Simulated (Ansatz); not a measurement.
**Nb2NO2 monolayer: following an unstable mode**

Which phase does Nb2NO2 monolayer fall into along its unstable mode, and how much energy does it gain?

Program: Ansatz 0.2.0. Level of theory: DFT PBEsol, scalar-relativistic, plane waves, PAW; PAW set soft_1. Results are calculated unless marked as measured.

### 1. Starting point

The cell holds 5 atoms: 1 N, 2 Nb and 2 O. Its edges and angles: a = 3.100 Å, b = 3.100 Å, c = 32.600 Å, α = 90.0°, β = 90.0°, γ = 120.0°. Vacuum lies along c.

### 2. The dispersion

The cell comes from relaxations at this level that are not shown. Stability and thermal properties need the whole zone. Linear response on a 4×4×1 q mesh gives force constants as far as a supercell of that size would.

Input file input.yaml:

```yaml
crystal:
  lattice:
    - [3.0996796169, 0.0, 0.0]
    - [-1.5498398084, 2.6844012919, 0.0]
    - [0.0, 0.0, 32.6]
  atoms:
    - { symbol: "N", position: [0.0, 0.0, 0.3067484663] }
    - { symbol: Nb, position: [0.3333333333, 0.6666666667, 0.3433740432] }
    - { symbol: Nb, position: [0.6666666667, 0.3333333333, 0.2701228893] }
    - { symbol: O, position: [0.6666666667, 0.3333333333, 0.3761576439] }
    - { symbol: O, position: [0.3333333333, 0.6666666667, 0.2373392886] }
  periodic: [true, true, false]
kpoints:
  mp_grid: { grid: [20, 20, 1] }
hamiltonian:
  xc: pbesol
  pseudopotentials: { kind: paw, azcp: { folder: soft_1 }, xc_functional: pbe }
scf:
  occupations: { method: methfessel_paxton, width: 0.2 }
output:
  eigenvalues: true
phonons:
  method: dfpt
  qmesh: [4, 4, 1]
  temperatures: { t_max: 1000, t_step: 50 }
  qpath:
    path:
      - [0.0, 0.0, 0.0]
      - [0.5, 0.0, 0.0]
      - [0.33333333, 0.33333333, 0.0]
      - [0.0, 0.0, 0.0]
    npoints: 10
```

Launch:

```
ansatz run input.yaml --threads 4 --pin off --max-ram 16384MiB --backend cpu --events-out ev --progress --plain --runs-dir out
```

Numbers of over 12 decimals in the logs are rounded to 6 here.

The log of the run:

```text
Warning: crystal.symmetry: narrowed to the stabiliser of the run's FFT grids — unitary ops 12 → 6. A phonons.method: dfpt run fills in the rows of the dynamical matrix that it does not solve by its symmetry operations, which is exact only for operations that map its FFT grids onto themselves: filled in by any other, the frequencies could depend on the order in which like atoms are typed, or, by more than the grids' own error, on where the crystal sits among the grids' points. Excluded: 6 operations. The run can therefore solve more perturbations, solve them on more k-points, or both, and cost more. [rest of the remark cut]
Engine: ansatz 0.2.0, aarch64-unknown-linux-gnu
Pseudopotentials: kind: paw
Pseudopotential: N, paw, valence charge 5, recommended cutoff 420 eV (normal), soft_1/N.paw.azcp
Pseudopotential: Nb, paw, valence charge 13, recommended cutoff 420 eV (normal), soft_1/Nb.paw.azcp
Pseudopotential: O, paw, valence charge 6, recommended cutoff 420 eV (normal), soft_1/O.paw.azcp
Functional definition: PBEsol
  exchange = pbesol_x
  correlation = pbesol_c
Crystal: 5 atoms, lattice volume = 271.258 Å³
Basis set: ecut = 420 eV, 5257 PW (Γ), exchange–correlation on 48×48×450 points (8 copies of the dense FFT grid, shifted against one another)
Bands: 27, of which v1, the nominal top of the filled ones, is band 22 counted from 1 (21 counted from 0)
Symmetry: 12 space group operations
k-points: 44 of 400 (irreducible under 6 space group operations, time reversal used)
Non-local potential: N, projectors of the file, l = 0: 2, l = 1: 2, l = 2: 1
Non-local potential: Nb, projectors of the file, l = 0: 3, l = 1: 2, l = 2: 2, l = 3: 1
Non-local potential: O, projectors of the file, l = 0: 2, l = 1: 2, l = 2: 1
PAW form: soft (Blöchl's): semilocal exchange-correlation on the pseudo side does not see the compensation charge
PAW frozen core: N, regenerated for the run's functional, and the local potential with it (the file was generated under x = pbe(κ = 0.804, μ = 0.219515), c = pbe(β = 0.066725))
PAW frozen core: Nb, regenerated for the run's functional, and the local potential with it (the file was generated under x = pbe(κ = 0.804, μ = 0.219515), c = pbe(β = 0.066725))
PAW frozen core: O, regenerated for the run's functional, and the local potential with it (the file was generated under x = pbe(κ = 0.804, μ = 0.219515), c = pbe(β = 0.066725))
PAW one-centre angular grid: N, 110 points (default); XC on 64 Gauss nodes
PAW one-centre angular grid: Nb, 590 points (default); XC on 64 Gauss nodes
PAW one-centre angular grid: O, 110 points (default); XC on 64 Gauss nodes
Initial density: superposition of atomic densities (neutral atoms: chi_scale 0, normalization atom)
Initial wavefunctions: pseudopotential atomic-orbital guess
Functional: x = pbesol(κ = 0.804, μ = 0.123457), c = pbesol(β = 0.046)
SCF iter   1: F=—  HF=-10503.948591 eV  |F-HF|=—  |Δ(HF+E_count)|=         —  Δρ=9.55e-2  dr2=2.99e1  ethr=3.10e-3  ⟨swp⟩=11.8  Hψ=8950  notcnv=0
preconditioner: auto → LDOS  [metal: Δε(μ)=0.021 eV  Ē_g=12.484 eV  σ=0.200 eV  W_gap=0.09  n_scr=20 (ndim 8)  ℏωp=11.7 eV  f_vac=0.761  D(μ)=1.36/eV (n_scr^D=8)  β→1.0]
SCF iter   2: F=—  HF=-10503.961083 eV  |F-HF|=—  |Δ(HF+E_count)|=   1.25e-2  S|Δr|=    0.00e0  Δρ=1.36e-1  dr2=5.08e1  ethr=3.10e-3  ⟨swp⟩=6.6  Hψ=5006  notcnv=0  defer=29
SCF iter   3: F=—  HF=-10495.846348 eV  |F-HF|=—  |Δ(HF+E_count)|=    8.11e0  S|Δr|=    0.00e0  Δρ=1.97e-2  dr2=4.87e-1  ethr=3.10e-3  ⟨swp⟩=5.2  Hψ=4274  notcnv=0
SCF iter   4: F=—  HF=-10495.742042 eV  |F-HF|=—  |Δ(HF+E_count)|=   1.04e-1  S|Δr|=    0.00e0  Δρ=4.16e-3  dr2=6.54e-2  ethr=1.13e-3  ⟨swp⟩=3.1  Hψ=3042  notcnv=0  defer=25
SCF iter   5: F=—  HF=-10495.734480 eV  |F-HF|=—  |Δ(HF+E_count)|=   7.56e-3  S|Δr|=    0.00e0  Δρ=2.39e-3  dr2=2.39e-2  ethr=1.52e-4  ⟨swp⟩=3.5  Hψ=2662  notcnv=0  defer=25
SCF iter   6: F=—  HF=-10495.730450 eV  |F-HF|=—  |Δ(HF+E_count)|=   4.03e-3  S|Δr|=    0.00e0  Δρ=5.99e-4  dr2=2.29e-3  ethr=5.56e-5  ⟨swp⟩=3.2  Hψ=2211  notcnv=0  defer=25
SCF iter   7: F=—  HF=-10495.730104 eV  |F-HF|=—  |Δ(HF+E_count)|=   3.46e-4  S|Δr|=    0.00e0  Δρ=1.86e-4  dr2=1.74e-4  ethr=5.33e-6  ⟨swp⟩=3.3  Hψ=2446  notcnv=0  defer=25
SCF iter   8: F=—  HF=-10495.730093 eV  |F-HF|=—  |Δ(HF+E_count)|=   1.12e-5  S|Δr|=    0.00e0  Δρ=1.40e-4  dr2=9.67e-5  ethr=4.04e-7  ⟨swp⟩=3.9  Hψ=2691  notcnv=0  defer=25
SCF iter   9: F=—  HF=-10495.730071 eV  |F-HF|=—  |Δ(HF+E_count)|=   2.19e-5  S|Δr|=    0.00e0  Δρ=3.59e-5  dr2=5.86e-6  ethr=2.25e-7  ⟨swp⟩=3.2  Hψ=2167  notcnv=0  defer=25
SCF iter  10: F=—  HF=-10495.730074 eV  |F-HF|=—  |Δ(HF+E_count)|=   2.30e-6  S|Δr|=    0.00e0  Δρ=9.12e-6  dr2=1.73e-7  ethr=1.36e-8  ⟨swp⟩=3.3  Hψ=2714  notcnv=0  defer=25
SCF iter  11: F=—  HF=-10495.730071 eV  |F-HF|=—  |Δ(HF+E_count)|=   2.45e-6  S|Δr|=    0.00e0  Δρ=1.77e-6  dr2=4.41e-9  ethr=4.02e-10  ⟨swp⟩=4.4  Hψ=3344  notcnv=0  defer=25
SCF iter  12: F=—  HF=-10495.730071 eV  |F-HF|=—  |Δ(HF+E_count)|=   7.41e-9  S|Δr|=    0.00e0  Δρ=4.85e-7  dr2=5.77e-10  ethr=1.03e-11  ⟨swp⟩=3.5  Hψ=2936  notcnv=0  defer=25
SCF iter  13: F=—  HF=-10495.730071 eV  |F-HF|=—  |Δ(HF+E_count)|=  8.19e-10  S|Δr|=    0.00e0  Δρ=5.99e-8  dr2=1.32e-11  ethr=1.34e-12  ⟨swp⟩=3.7  Hψ=2933  notcnv=0  defer=25
SCF iter  14: F=-10495.730071 eV  HF=-10495.730071 eV  |F-HF|=9.82e-11  |Δ(HF+E_count)|=  1.67e-10  S|Δr|=    0.00e0  Δρ=1.69e-8  dr2=4.57e-13  ethr=1.00e-12  ⟨swp⟩=18.9  Hψ=10789  notcnv=0
SCF 1 converged in 14 iterations: F = -10495.730071 eV  dr2 = 4.57e-13
  greatest PAW one-centre occupation: 0.998 electrons in one spin orbital (limit 2), on the Nb atom at site 2 (counted from 0), in its partial waves of l = 0
phonons: the bands overlap, so this run is a metal and interpolates without the dipole-dipole term. If the crystal is really an insulator or semiconductor, its LO-TO splitting is missing
NSCF: frozen V_eff on 44 k-points
WARN: eigensolver did not converge (k=1): 1 band(s) unlocked after 2 eigensolves, warm-restarted (20 sweeps on the last) at ethr=1.38e-12 eV (storage-precision floor; scheduled 1.00e-12 eV) (lowest unlocked band 26, counted from 0; max residual 6.32e-6 eV among the unlocked bands, 6.32e-6 eV over every band; other slots of this pass that fall short are told together in one closing line; warning suppressed until the next SCF loop or pass starts)
WARN: eigensolver did not converge in 6 slots of this pass, the one above among them; of largest residual over every band (k=4): 1 band(s) unlocked (lowest unlocked band 26, counted from 0; max residual 1.58e-4 eV among the unlocked bands, 1.58e-4 eV over every band); of lowest unlocked band (k=1): band 26
NSCF: frozen V_eff on 111 k-points
DFPT response loops at q = (0, 0, 0) (fractional): preconditioner auto → none (partly filled bands, converged f_vac=0.775); β = 0.50; Broyden in place of MSR1
NSCF: frozen V_eff on 420 k-points
DFPT response loops at q = (0, 0.25, 0) (fractional): mixed as the last ones told, above
NSCF: frozen V_eff on 222 k-points
DFPT response loops at q = (0, -0.5, 0) (fractional): mixed as the last ones told, above
NSCF: frozen V_eff on 800 k-points
DFPT response loops at q = (0.25, 0.25, 0) (fractional): mixed as the last ones told, above
SCF converged after 14 iterations
Stability not checked: this state was not tested for a lower state beside it, because cold or Methfessel-Paxton smearing, or corrected tetrahedra, fill the levels in a way that the test cannot read (fill_not_monotonic; see scf.lower_state_search)
Free energy (F): -10495.730071 eV
Harris-Foulkes:  -10495.730071 eV  (|F-HF|=9.82e-11)
Internal energy: -10495.731445 eV  (E = F + TS)
E sigma→0 (E₀):  -10495.730415 eV
Entropy (-TS):   0.001374 eV (0.275 meV/atom)
Fermi energy:    -5.687486 eV
--- Per-component energies (eV) ---
  E_band       = -1072.257225
  E_kinetic    = 1214.595892
  E_local      = -129239.254062  (includes V_loc(G=0)·N_el)
  E_nonlocal   = 328.032996
  E_hartree    = 63812.392596
  E_xc         = -531.700528
  E_vxc        = -659.385688  (∫ρ·V_xc dr)
  E_paw        = -6487.435798  (= ΣΔE_a)
  E_vpaw       = -341.033978  (= ΣTr[D̂ρ^β])
  E_aug_tail   = 0.002479  (compensation charges beyond the density's cutoff)
  E_ewald      = 60407.158887
  E_core_change = 0.476094  (= ΣΔE_core)
  E_smearing   = 0.001374  (= −TS)
  E_closure    = -0.000000  (closes the sum)
  Σ components = -10495.730071   (vs F -10495.730071, Δ=0.00e0)
--- Band table (eV; the first three rows and the last of 44) ---
  k-point 0: bands = [... 18 lower, -9.0872, -9.0872, -6.9425, -6.9425, -5.8653, -4.6471, -4.6471, -3.6101, ... 1 higher]
  k-point 1: bands = [... 18 lower, -9.2172, -9.1895, -6.8851, -6.8176, -5.9142, -4.6248, -4.5722, -3.6052, ... 1 higher]
  k-point 2: bands = [... 18 lower, -9.4234, -9.0654, -6.8645, -6.5190, -5.9166, -4.5432, -4.4159, -3.5933, ... 1 higher]
  k-point 43: bands = [... 18 lower, -10.1706, -9.9485, -5.9019, -5.4445, -5.4298, -3.5553, -3.4531, -3.3838, ... 1 higher]
--- Phonons (Γ-DFPT): 10 representative perturbations + reference (Σ response iterations 50) ---
  ASR residual: 2.992e-5 → 0.000e0 eV/Å²; symmetrization residual: 7.954e-6 eV/Å²
  The last average, over the group as it would stand without the narrowing to the FFT grids, took up to 4.107e-6 eV/Å² of the zone centre's force constants
  ASR residual per site (eV/Å²): 8.66e-6 2.99e-5 2.84e-5 4.06e-6 1.23e-5
  Γ frequencies (cm⁻¹): 0.00 0.00 0.00 150.06 150.06 255.27 363.85 363.85 383.16 383.16 551.41 568.34 605.76 619.15 619.15
--- Phonons (arbitrary-q DFPT): 4 irreducible q on the 4×4×1 mesh ---
  q = [0.0000, 0.0000, 0.0000] (star 1, of the zone-centre solve; hermiticity 5.21e-7, symmetrization 4.19e-11, taken by the last average 1.35e-7): -0.00 -0.00 0.00 150.06 150.06 255.27 363.85 363.85 383.16 383.16 551.41 568.34 605.76 619.15 619.15
  q = [0.0000, 0.2500, 0.0000] (star 6, 15 solved perturbations on 210 of 400 k-point pairs; hermiticity 2.93e-7, symmetrization 2.51e-10, taken by the last average 2.15e-7): 95.76 100.93 139.12 144.36 184.34 218.02 351.60 369.02 388.96 409.97 520.66 530.22 583.70 599.99 618.31
  q = [0.0000, -0.5000, 0.0000] (star 3, 15 solved perturbations on 111 of 400 k-point pairs; hermiticity 6.44e-7, symmetrization 2.53e-10, taken by the last average 2.51e-7): -163.50 -99.51 -44.86 -34.07 152.68 157.89 372.45 383.81 407.43 409.37 493.86 499.83 578.90 590.39 599.84
  q = [0.2500, 0.2500, 0.0000] (star 6, 10 solved perturbations in 3050 linear systems a pass and spin channel, the states on 400 of 400 k-point pairs; hermiticity 6.34e-7, symmetrization 1.10e-10, taken by the last average 2.39e-7): -211.36 -95.87 103.84 124.26 156.34 194.32 358.25 397.25 402.44 408.37 494.92 499.15 569.34 595.83 608.94
  sum rule: each row above includes the acoustic sum rule's correction from the zone centre's row sums; it moved no ω² by more than (0.46 cm⁻¹)²
  mesh force constants: q→R imaginary residual 6.53e-18; ASR residual 2.992e-5 → 0.000e0 eV/Å²; symmetrization residual 1.421e-14 eV/Å²
  interpolated dispersion: 31 rows × 15 modes
  density of states and harmonic sums: on the 24×24×1 q-mesh, interpolated from the force constants of a 4×4×1 supercell (no non-analytic term)
  largest difference from the sums on the solved wave vectors: F 8.70e-2 eV, S 1.08e-4 and C_V 3.01e-5 eV/K
  zero-point energy: 0.308730 eV/cell   skipped modes (ω ≤ 0): 91, of them read as no rigid motion or as one in doubt: 88 (1.434e0 modes/cell left out, lowest -211.36 cm⁻¹)   left out of the sums: 9.59e-2 of the cell's modes: C_V's classical limit lies that fraction below 3 k_B per atom; for a crystal, a wire or a layer, F and S can be off by more, and a phonons.interpolated_qmesh denser along its periods is the remedy for the sampling
```

The job ended after 41 min (4 threads of Arm Neoverse V1, shared host; peak memory 5.6 GiB).

Reading the cycles: dr2 is the Hartree energy of the density residual (eV), the measure of convergence; HF is the Harris–Foulkes estimate of the energy, which meets the free energy F at convergence.

Numbers from this step:

| Item | Value |
| --- | --- |
| gap on the k-mesh | 0 eV |
| sum-rule residual before enforcement | 2.99e-5 eV/Å² |
| lowest frequency on the path | -211.8 cm⁻¹ |
| point group | -3m |
| highest frequency on the path or at a solved wavevector | 625.7 cm⁻¹ |
| area per atom | 1.664 Å² |
| highest optical mode at the zone centre (no LO-TO term) | 619.1 cm⁻¹ |
| lowest optical zone-centre mode | 150.1 cm⁻¹ |
| lowest mode on the q mesh (acoustic modes at Γ apart) | -211.4 cm⁻¹ |

Frequencies (cm⁻¹) solved at each irreducible wavevector; negative means imaginary. Frequencies by wavevector, by row:

| q in reciprocal lattice units | star | mode 1 | mode 2 | mode 3 | mode 4 | mode 13 | mode 14 | mode 15 |
| --- | --- | --- | --- | --- | --- | --- | --- | --- |
| 0 0 0 | 1 | 0 | 0 | 0 | 150.1 | 605.8 | 619.1 | 619.1 |
| 0 0.25 0 | 6 | 95.8 | 100.9 | 139.1 | 144.4 | 583.7 | 600 | 618.3 |
| 0 -0.5 0 | 3 | -163.5 | -99.5 | -44.9 | -34.1 | 578.9 | 590.4 | 599.8 |
| 0.25 0.25 0 | 6 | -211.4 | -95.9 | 103.8 | 124.3 | 569.3 | 595.8 | 608.9 |

Interpolated from a 4×4×1 q mesh. Phonon branches along the path, in cm⁻¹:

| point | branch 1 | branch 2 | branch 3 | branch 4 | branch 12 | branch 13 | branch 14 | branch 15 |
| --- | --- | --- | --- | --- | --- | --- | --- | --- |
| Γ | 0 | 0 | 0 | 150 | 568 | 606 | 619 | 619 |
| halfway | 96 | 101 | 139 | 144 | 530 | 584 | 600 | 618 |
| M | -164 | -100 | -45 | -34 | 500 | 579 | 590 | 600 |
| halfway | -151 | -101 | -11 | 24 | 495 | 573 | 596 | 598 |
| K | -76 | -76 | 39 | 101 | 488 | 578 | 578 | 601 |
| halfway | -84 | 104 | 131 | 143 | 522 | 580 | 592 | 626 |
| Γ | 0 | 0 | 0 | 150 | 568 | 606 | 619 | 619 |

Symmetry leaves 4 wavevectors to solve. The lowest mode among them, the acoustic zeros apart, lies at q = (0.25, 0.25, 0) and is imaginary, 211.4i cm⁻¹, so the energy falls along it.

### 3. The mode frozen in, largest atomic shift 0 Å

The mode followed lies at q = (0, -0.5, 0) with frequency 99.5i cm⁻¹, one of the unstable modes though not the softest. At small amplitude the distorted cell has space group no. 11 by a symmetry search on the positions. The undistorted cell that holds it gives the zero of energy on the same k mesh.

System of this step: Nb2NO2 monolayer. The cell holds 10 atoms: 2 N, 4 Nb and 4 O. Its edges and angles: a = 3.100 Å, b = 5.369 Å, c = 32.600 Å, α = 90.0°, β = 90.0°, γ = 90.0°. It derives from Nb2NO2. Vacuum lies along c.

Input file input.yaml:

```yaml
crystal:
  lattice:
    - [3.0996796169, 0.0, 0.0]
    - [1.0e-10, 5.3688025837, 0.0]
    - [0.0, 0.0, 32.6]
  atoms:
    - { symbol: "N", position: [0.5, 0.5, 0.3067484663] }
    - { symbol: "N", position: [0.0, 0.0, 0.3067484663] }
    - { symbol: Nb, position: [0.0, 0.3333333333, 0.3433740432] }
    - { symbol: Nb, position: [0.5, 0.8333333333, 0.3433740432] }
    - { symbol: Nb, position: [0.5, 0.1666666667, 0.2701228893] }
    - { symbol: Nb, position: [1.0, 0.6666666667, 0.2701228893] }
    - { symbol: O, position: [0.5, 0.1666666667, 0.3761576439] }
    - { symbol: O, position: [1.0, 0.6666666667, 0.3761576439] }
    - { symbol: O, position: [0.0, 0.3333333333, 0.2373392886] }
    - { symbol: O, position: [0.5, 0.8333333333, 0.2373392886] }
  periodic: [true, true, false]
kpoints:
  mp_grid: { grid: [12, 8, 1] }
hamiltonian:
  xc: pbesol
  pseudopotentials: { kind: paw, azcp: { folder: soft_1 }, xc_functional: pbe }
scf:
  occupations: { method: methfessel_paxton, width: 0.2 }
output:
  forces: true
  stress: true
  eigenvalues: true
```

The log of the run:

```text
[...]
Crystal: 10 atoms, lattice volume = 542.515 Å³
Basis set: ecut = 420 eV, 10599 PW (Γ), exchange–correlation on 48×72×450 points (8 copies of the dense FFT grid, shifted against one another)
Bands: 53, of which v1, the nominal top of the filled ones, is band 43 counted from 1 (42 counted from 0)
Symmetry: 8 space group operations
[...]
k-points: 35 of 96
[...]
k-point 0: bands = [... 39 lower, -9.0879, -7.6217, -6.9453, -6.9445, -5.8675, -4.7255, -4.6500, -4.6492, ... 6 higher]
  k-point 1: bands = [... 39 lower, -9.1849, -7.6098, -6.8696, -6.7559, -5.9310, -4.6808, -4.6133, -4.5392, ... 6 higher]
  k-point 2: bands = [... 39 lower, -9.0105, -7.5596, -6.9206, -6.3459, -5.8467, -4.6224, -4.5587, -4.4727, ... 6 higher]
  k-point 34: bands = [... 39 lower, -9.4210, -7.6209, -7.6209, -4.7248, -4.7248, -4.1217, -4.1217, -3.9028, ... 6 higher]
[key lines of the parts left out:]
SCF converged after 10 iterations
Free energy (F): -20991.455737 eV
Fermi energy:    -5.666244 eV
P = ½ c Tr σ = -0.0104 N/m
```

Wall time 30 s (4 threads); peak memory 1.4 GiB.

Numbers from this step:

```yaml
energy_from_the_undistorted_cell: 0 meV/atom
```

### 4. The mode frozen in, largest atomic shift 0.08 Å

The atoms are moved along the unstable eigenvector, the largest shift by 0.08 Å, with the cell fixed.

input.yaml, the sections that differ from step 3:

```yaml
crystal:
  lattice:
    - [3.0996796169, 0.0, 0.0]
    - [1.0e-10, 5.3688025837, 0.0]
    - [0.0, 0.0, 32.6]
  atoms:
    - { symbol: "N", position: [0.5, 0.5147917462, 0.3070449544] }
    - { symbol: "N", position: [0.0, -0.0147917462, 0.3064519781] }
    - { symbol: Nb, position: [0.0, 0.3263354519, 0.3415836296] }
    - { symbol: Nb, position: [0.5, 0.8403312147, 0.3451644568] }
    - { symbol: Nb, position: [0.5, 0.1736645481, 0.2719133029] }
    - { symbol: Nb, position: [1.0, 0.6596687853, 0.2683324758] }
    - { symbol: O, position: [0.5, 0.1640807776, 0.3767597222] }
    - { symbol: O, position: [1.0, 0.6692525558, 0.3755555656] }
    - { symbol: O, position: [0.0, 0.3359192224, 0.2367372103] }
    - { symbol: O, position: [0.5, 0.8307474442, 0.2379413669] }
  periodic: [true, true, false]
# kpoints, hamiltonian, scf, output: as in step 3
```

The log of the run:

```text
[...]
Crystal: 10 atoms, lattice volume = 542.515 Å³
Basis set: ecut = 420 eV, 10599 PW (Γ), exchange–correlation on 48×72×450 points (8 copies of the dense FFT grid, shifted against one another)
Bands: 53, of which v1, the nominal top of the filled ones, is band 43 counted from 1 (42 counted from 0)
Symmetry: 4 space group operations
[...]
k-points: 35 of 96
[...]
k-point 0: bands = [... 39 lower, -9.0300, -7.5754, -6.8530, -6.8292, -5.7750, -4.6257, -4.6050, -4.5959, ... 6 higher]
  k-point 1: bands = [... 39 lower, -9.1536, -7.5652, -6.7747, -6.6559, -5.8437, -4.6110, -4.6011, -4.4518, ... 6 higher]
  k-point 2: bands = [... 39 lower, -8.9715, -7.5242, -6.7924, -6.2681, -5.7988, -4.5288, -4.5137, -4.4850, ... 6 higher]
  k-point 34: bands = [... 39 lower, -9.3872, -7.5700, -7.5700, -4.7298, -4.7298, -4.0518, -4.0518, -3.8651, ... 6 higher]
[key lines of the parts left out:]
SCF converged after 10 iterations
Free energy (F): -20991.484187 eV
Fermi energy:    -5.577424 eV
P = ½ c Tr σ = 0.2246 N/m
```

Elapsed: 31 s, on 4 threads; peak memory 1.4 GiB; 2 min of CPU time.

This step gave:

```
energy from the undistorted cell : -2.824 meV/atom
```

The energy, extrapolated to zero smearing, is -2.82 meV/atom against the undistorted cell.

(Part 1 of 2 ends here.)

[Logs are printed without paths, hosts, clocks, repeated set-up lines and the standing remarks that a program may print on its own settings, such as how far it seeks lower states.]

[Hosts, paths, dates, database ids (printed as entryN), source tags and the programs' standing remarks are cut or masked in the printed files.]
